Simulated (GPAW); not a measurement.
# How KCl (Sylvite) absorbs and reflects light

Aim: the dielectric function of KCl (Sylvite), and the optical constants that follow from it.

Method: DFT, PBE, plane-wave PAW (GPAW data sets), scalar-relativistic, RPA, optical limit, in GPAW 26.7.0.

## 1. Set-up

It takes space group Fm-3m (No. 225, cubic). Conventional cell: a = 6.293 Å, b = 6.293 Å, c = 6.293 Å, α = 90.00°, β = 90.00°, γ = 90.00°. Nearest to K lie 6 Cl at 3.15 Å. Nearest to Cl lie 6 K at 3.15 Å. Farther neighbours and most contacts between anions are not listed.

Coordinates:

```xyz
2
Lattice="0.0000 3.1465 3.1465 3.1465 0.0000 3.1465 3.1465 3.1465 0.0000" Properties=species:S:1:pos:R:3 pbc="T T T"
K     0.0000    0.0000    0.0000
Cl    3.1465    3.1465    3.1465
```

## 2. Bands for the response

At the fixed density, many empty bands are solved on the mesh of the response, since the spectrum sums over them.

This step: DFT, PBE, plane-wave PAW (GPAW data sets), scalar-relativistic, bands at fixed density (GPAW 26.7.0).

nscf.py

```python
from ase.dft.bandgap import bandgap
from gpaw import GPAW, FermiDirac

calc = GPAW('gs.gpw').fixed_density(kpts={'size': (10, 10, 10), 'gamma': True}, nbands=60, convergence={'bands': 54},
                                    occupations=FermiDirac(0.001), txt='nscf.txt')
print('gap (eV)', bandgap(calc, output=None)[0])
print('direct gap (eV)', bandgap(calc, direct=True, output=None)[0])
print('top band over the Fermi level (eV)', min(calc.get_eigenvalues(kpt=k)[53] for k in range(len(calc.get_ibz_k_points()))) - calc.get_fermi_level())
calc.write('full.gpw', mode='all')
```

Command:

```console
> OMP_NUM_THREADS=1 python nscf.py
```

Numbers of over 12 decimals in the logs are rounded to 6 here.

Output:

```text
Diagonalizing LCAO Hamiltonian
Converting LCAO to pw mode
convergence criteria:
- Maximum integral of absolute [eigenst]ate change: 4e-08 eV^2 / valence electron
maximum number of iterations: 150

SCF iterations
|iter     |      energy | eigst |  dens |
|iter:   1||             | +4.00 |       |
|iter:   2||             | +2.75 |       |
|iter:   3||             | +1.55 |       |
|iter:   4||             | +0.16 |       |
|iter:   5||             | -0.90 |       |
|iter:   6||             | -2.04 |       |
|iter:   7||             | -2.89 |       |
|iter:   8||             | -3.94 |       |
|iter:   9||             | -4.65 |       |
|iter:  10||             | -5.51 |       |
|iter:  11||             | -5.99 |       |
|iter:  12||             | -6.34 |       |
|iter:  13||             | -6.63 |       |
|iter:  14||             | -6.90 |       |
|iter:  15||             | -7.19 |       |
|iter:  16||             | -7.47c|       |
SCF steps: 16
  __  _  _
 | _ |_)|_||  |
 |__||  | ||/\| - 26.7.0

Versions:
  Python: 3.12.14
  ASE:    3.29.0
  Numpy:  2.5.5
  Scipy:  1.18.1
  Libxc:  7.0.0

Input parameters:
  mode=PW(ecut=500.0),
  convergence={'bands': 54},
  gpts=array([24, 24, 24]),
  kpts=MonkhorstPack(size=(10, 10, 10), gamma=True),
  maxiter=150,
  nbands=60,
  occupations=Occupations(name='fermi-dirac', width=0.001, fixmagmom=False),
  parallel={},
  xc=XC(name='PBE')

--- standard output ---
gap (eV) 5.193027
direct gap (eV) 5.193027
top band over the Fermi level (eV) 38.157049
```

It took 97 s on 1 thread of Arm Neoverse V2, shared host; peak memory 0.23 GiB.

This step gave:

* gap on the k-mesh: 5.193 eV
* direct gap on the mesh: 5.193 eV

## 3. Dielectric function, RPA

Transitions between filled and empty bands, summed over the zone, give the optical response, so mesh, band count and broadening shape it.

The induced potential is part of this response.

This step: DFT, PBE, plane-wave PAW (GPAW data sets), scalar-relativistic, RPA, optical limit (GPAW 26.7.0).

df.py

```python
from gpaw.response.df import DielectricFunction

df = DielectricFunction('full.gpw', frequencies={'type': 'nonlinear', 'domega0': 0.03, 'omega2': 8},
                        ecut=50,
                        eta=0.15,
                        nbands=54,
                        txt='df.txt')
for direction in ['x']:
    df.get_dielectric_function(xc='RPA', direction=direction, filename=f'df_{direction}.csv')
```

Command:

```console
> OMP_NUM_THREADS=1 python df.py
```

Output:

```text
Using integrator: PointIntegrator
NonLinearFrequencyDescriptor(from 0.000 to 73.623 eV, 511 points)
Nonperiodic BCs:  [False False False]
Using integrator: PointIntegrator
NonLinearFrequencyDescriptor(from 0.000 to 73.623 eV, 511 points)
Nonperiodic BCs:  [False False False]

Calculating chi0 body with:
    Ground state adapter containing:
    Number of spins: 1
    Number of kpoints: 1000
    Number of irreducible kpoints: 47
    Number of completely occupied states: 8
    Number of partially occupied states: 8

    Linear response parametrization:
    q_c: [0.0, 0.0, 0.0]
    Number of frequency points: 511
    Planewave cutoff: 50.0
    Number of bands: 54
    Number of planewaves: 59
    Broadening (eta): 0.15

Integrating chi0 body.

Symmetries of q_c:
    Direct symmetries (Uq -> q): 48
    Indirect symmetries (TUq -> q): 0
In total 48 allowed symmetries.

47 groups of equivalent kpoints. 95.3% reduction.

Integral kind: spectral function

Calculating chi0 optical extensions with:
    Ground state adapter containing:
    Number of spins: 1
    Number of kpoints: 1000
    Number of irreducible kpoints: 47
    Number of completely occupied states: 8
    Number of partially occupied states: 8

    Linear response parametrization:
    Number of frequency points: 511
    Planewave cutoff: 50.0
    Number of bands: 54
    Number of planewaves: 59
    Broadening (eta): 0.15
Integrating chi0 head and wings.

Symmetries of q_c:
    Direct symmetries (Uq -> q): 48
    Indirect symmetries (TUq -> q): 0
In total 48 allowed symmetries.

47 groups of equivalent kpoints. 95.3% reduction.

Integral kind: spectral function wings
```

Run time: 12 s. Hardware: 1 thread; peak memory 0.29 GiB.

Read-outs, printed or worked out from the files:

* electronic dielectric constant ε∞, mean over x, y and z (by symmetry where fewer were run): 2.171
* main peak of Im epsilon, first axis: 8.019 eV

Some rows of df_x.csv (energy; Re and Im without local fields; Re and Im with them):

```text
0.000000, 2.573885, -0.000000, 2.170879, -0.000000
0.429336, 2.576964, 0.002161, 2.173058, 0.001529
0.878195, 2.586886, 0.004501, 2.180080, 0.003186
1.347938, 2.605019, 0.007139, 2.192922, 0.005059
1.840057, 2.633388, 0.010258, 2.213039, 0.007281
2.356191, 2.675084, 0.014155, 2.242668, 0.010073
2.898142, 2.735072, 0.019371, 2.285443, 0.013845
3.467895, 2.821987, 0.027028, 2.347786, 0.019471
4.067647, 2.952960, 0.040052, 2.442790, 0.029309
4.699832, 3.172343, 0.070933, 2.605998, 0.054050
5.367152, 3.600752, 0.322132, 2.935534, 0.275564
6.072622, 3.719747, 0.820729, 2.934363, 0.697854
6.819608, 4.256054, 1.434157, 3.149105, 1.012916
7.611886, 3.385042, 2.876362, 2.740793, 1.845039
8.453705, 1.772417, 2.547244, 1.503587, 1.895052
9.349861, 2.333336, 1.632260, 1.574171, 0.931201
10.305790, 1.251664, 3.846078, 2.164557, 2.020453
11.327680, -0.222652, 1.828827, 0.577957, 2.037016
12.422601, 0.731812, 0.871829, 0.583494, 0.798129
13.598673, 0.818331, 1.090143, 0.819536, 0.814141
```

Values under the direct gap are tails of Lorentzian lines. Im ε, E ∥ x against photon energy; read off at these points:

```csv
photon energy (eV),"Im ε, E ∥ x"
0.00,0
0.50,0.00178
1.00,0.00366
1.50,0.00571
2.00,0.00808
2.50,0.0110
3.00,0.0147
3.50,0.0199
4.00,0.0279
4.50,0.0429
5.00,0.0928
5.50,0.415
6.00,0.626
6.50,0.696
7.00,1.16
7.50,1.89
8.00,2.64
8.50,1.87
9.00,1.33
9.50,0.916
10.00,1.34
10.50,2.19
11.00,2.31
11.10,2.34
11.50,1.91
12.00,1.06
12.50,0.791
13.00,0.708
13.50,0.785
```

Re ε, E ∥ x against photon energy:

```csv
photon energy (eV),"Re ε, E ∥ x"
0.0,2.17
0.5,2.17
1.0,2.18
1.5,2.20
2.0,2.22
2.5,2.25
3.0,2.30
3.5,2.35
4.0,2.43
4.5,2.54
5.0,2.73
5.5,2.90
6.0,2.99
6.5,3.15
7.0,3.03
7.5,2.96
8.0,2.41
8.5,1.51
9.0,1.41
9.5,1.80
10.0,2.31
10.5,1.88
11.0,1.21
11.5,0.510
12.0,0.331
12.5,0.636
13.0,0.745
13.5,0.862
```

The loss function −Im 1/ε at q → 0, E ∥ x has structure finer than the step of the table below, so its rows give means over 0.5 eV, whole bins alone (the curve runs from 0 to 14.0 eV). Peaks (eV: height): 8.77: 0.405, 12.26: 0.881.

Values under the direct gap are tails of Lorentzian lines. Table of loss function −Im 1/ε at q → 0, E ∥ x by energy loss; means over each step:

```csv
energy loss (eV),"loss function −Im 1/ε at q → 0, E ∥ x"
0.5,3.8e-4
1.0,7.7e-4
1.5,0.00118
2.0,0.00164
2.5,0.00217
3.0,0.00280
3.5,0.00360
4.0,0.00475
4.5,0.00673
5.0,0.0135
5.5,0.0409
6.0,0.0647
6.5,0.0737
7.0,0.103
7.5,0.145
8.0,0.212
8.5,0.334
9.0,0.367
9.5,0.239
10.0,0.193
10.5,0.266
11.0,0.348
11.5,0.507
12.0,0.832
12.5,0.782
13.0,0.648
13.5,0.602
```

Values under the direct gap are tails of Lorentzian lines. The Im ε, E ∥ x by photon energy; read off at these points:

```csv
photon energy (eV),without local fields,with local fields
0.00,0,0
0.50,0.00252,0.00178
1.00,0.00516,0.00366
1.50,0.00806,0.00571
2.00,0.0114,0.00808
2.50,0.0154,0.0110
3.00,0.0205,0.0147
3.50,0.0276,0.0199
4.00,0.0382,0.0279
4.50,0.0573,0.0429
5.00,0.116,0.0928
5.50,0.475,0.415
6.00,0.742,0.626
6.50,0.897,0.696
7.00,1.73,1.16
7.50,3.00,1.89
8.00,3.80,2.64
8.50,2.53,1.87
9.00,1.89,1.33
9.50,1.83,0.916
10.00,3.33,1.34
10.24,4.00,1.90
10.50,3.57,2.19
11.00,2.78,2.31
11.10,2.45,2.34
11.50,1.64,1.91
12.00,0.907,1.06
12.50,0.902,0.791
13.00,0.909,0.708
13.50,1.09,0.785
```

Table of reflectivity at normal incidence, E ∥ x by photon energy; read off at these points:

```csv
photon energy (eV),"reflectivity at normal incidence, E ∥ x (%)"
0.00,3.66
0.50,3.68
1.00,3.71
1.50,3.78
2.00,3.88
2.50,4.01
3.00,4.19
3.50,4.44
4.00,4.77
4.50,5.26
5.00,6.08
5.50,7.00
6.00,7.69
6.50,8.40
7.00,9.00
7.50,11.3
8.00,13.9
8.50,9.78
9.00,6.32
9.50,4.42
10.00,7.53
10.50,11.4
11.00,13.3
11.50,14.4
11.71,16.9
12.00,10.8
12.50,5.17
13.00,3.71
13.50,3.63
13.69,4.35
```

Optical constants at common wavelengths, from n + ik = √ε:

```csv
wavelength (nm),n,k,R (%),1/α
1550,1.48,0.001,3.7,126 µm
1064,1.48,0.001,3.7,58 µm
800,1.48,0.002,3.8,32 µm
532,1.50,0.003,4.0,13 µm
450,1.51,0.004,4.1,8.5 µm
405,1.52,0.005,4.2,6.4 µm
365,1.53,0.006,4.4,4.8 µm
```

Below the direct gap, k and the depth come from the tails of the Lorentzian lines, not from transitions.

## 4. What came out

| Quantity | Value |
| --- | --- |
| electronic dielectric constant ε∞, mean over x, y and z (by symmetry where fewer were run) (RPA) | 2.17 |
| main peak of Im epsilon, first axis | 8.02 eV |

What this shows: At this level (PBE, RPA) KCl has ε∞ = 2.17 and n = 1.48 at 1550 nm, and Im ε peaks at 8.0 eV. On the mesh the gap is 5.19 eV and the least direct gap 5.19 eV. Local fields change the static value along x from 2.57 to 2.17 (-16 %). Distinct maxima of Im ε, read by a parabola through the highest points, lie at 7.53 eV (1.9), 8.02 eV (2.7), 11.08 eV (2.3) and 13.61 eV (0.81). Excitons and phonon-assisted transitions are missing; PBE gaps are as a rule too small, which pulls the onset down and ε∞ up. The sum runs over mesh points, so small or evenly spaced maxima can still be ripples of the mesh.

[Machine, clock and banner lines and Python warnings are left out of the logs.]

[Logs are printed without paths, hosts, clocks, repeated set-up lines and the standing remarks that a program may print on its own settings, such as how far it seeks lower states.]

[Hosts, paths, dates, database ids (printed as entryN), source tags and the programs' standing remarks are cut or masked in the printed files.]
